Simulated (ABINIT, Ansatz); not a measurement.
An input for ABINIT 10.8.3 (MgO (Periclase)):

```
acell 3*1.0 Angstrom
rprim 
  -0.000000000000 2.108500000000 2.108500000000
  2.108500000000 0.000000000000 2.108500000000
  2.108500000000 2.108500000000 0.000000000000
ntypat 2
znucl 12 8
natom 2
typat 1 2
xred 
  0.000000000000 0.000000000000 0.000000000000
  0.500000000000 0.500000000000 0.500000000000
pp_dirpath "pseudos"
pseudos "Mg.upf, O.upf"
ecut 38
ngkpt 6 6 6
nshiftk 1
shiftk 0 0 0
kptopt 1
chksymbreak 0
istwfk *1
occopt 1
irdwfk 1
optdriver 3
nband 110
ecuteps 8.8
inclvkb 2
awtr 1
symchi 1
indata_prefix "in"
outdata_prefix "out"
tmpdata_prefix "tmp"
```

The database entry behind the starting cell differs from later determinations by our own check (about 0.1 % long), so it need not match the best structure at ambient conditions.

```sh
OMP_NUM_THREADS=1 mpirun -n 8 abinit run.abi > log
```

Q: How long will it take on 8 MPI ranks of Arm Neoverse V1, shared host, and how much memory?

It took 44 s; on shared hardware allow 22 s to 88 s. Peak host memory was 1.3 GiB.

[Paths, hosts, dates, memory and timing lines, banners, echoed tables and standing remarks are left out of the program output.]

[Logs are printed without paths, hosts, clocks, repeated set-up lines and the standing remarks that a program may print on its own settings, such as how far it seeks lower states.]

[Runs of the session that timed out or met a known fault of the program may be left out.]

[Hosts, paths, dates, database ids (printed as entryN), source tags and the programs' standing remarks are cut or masked in the printed files.]

[G0W0 gaps are taken among the corrected bands and points alone; a level outside them can change the order at an edge.]

[Where Ansatz stands beside ABINIT at settings called matched, ABINIT's density can come from a denser mesh and the files from another edition; pairs whose starting gaps differed by over 0.03 eV were left out, so agreement reads better than it is.]
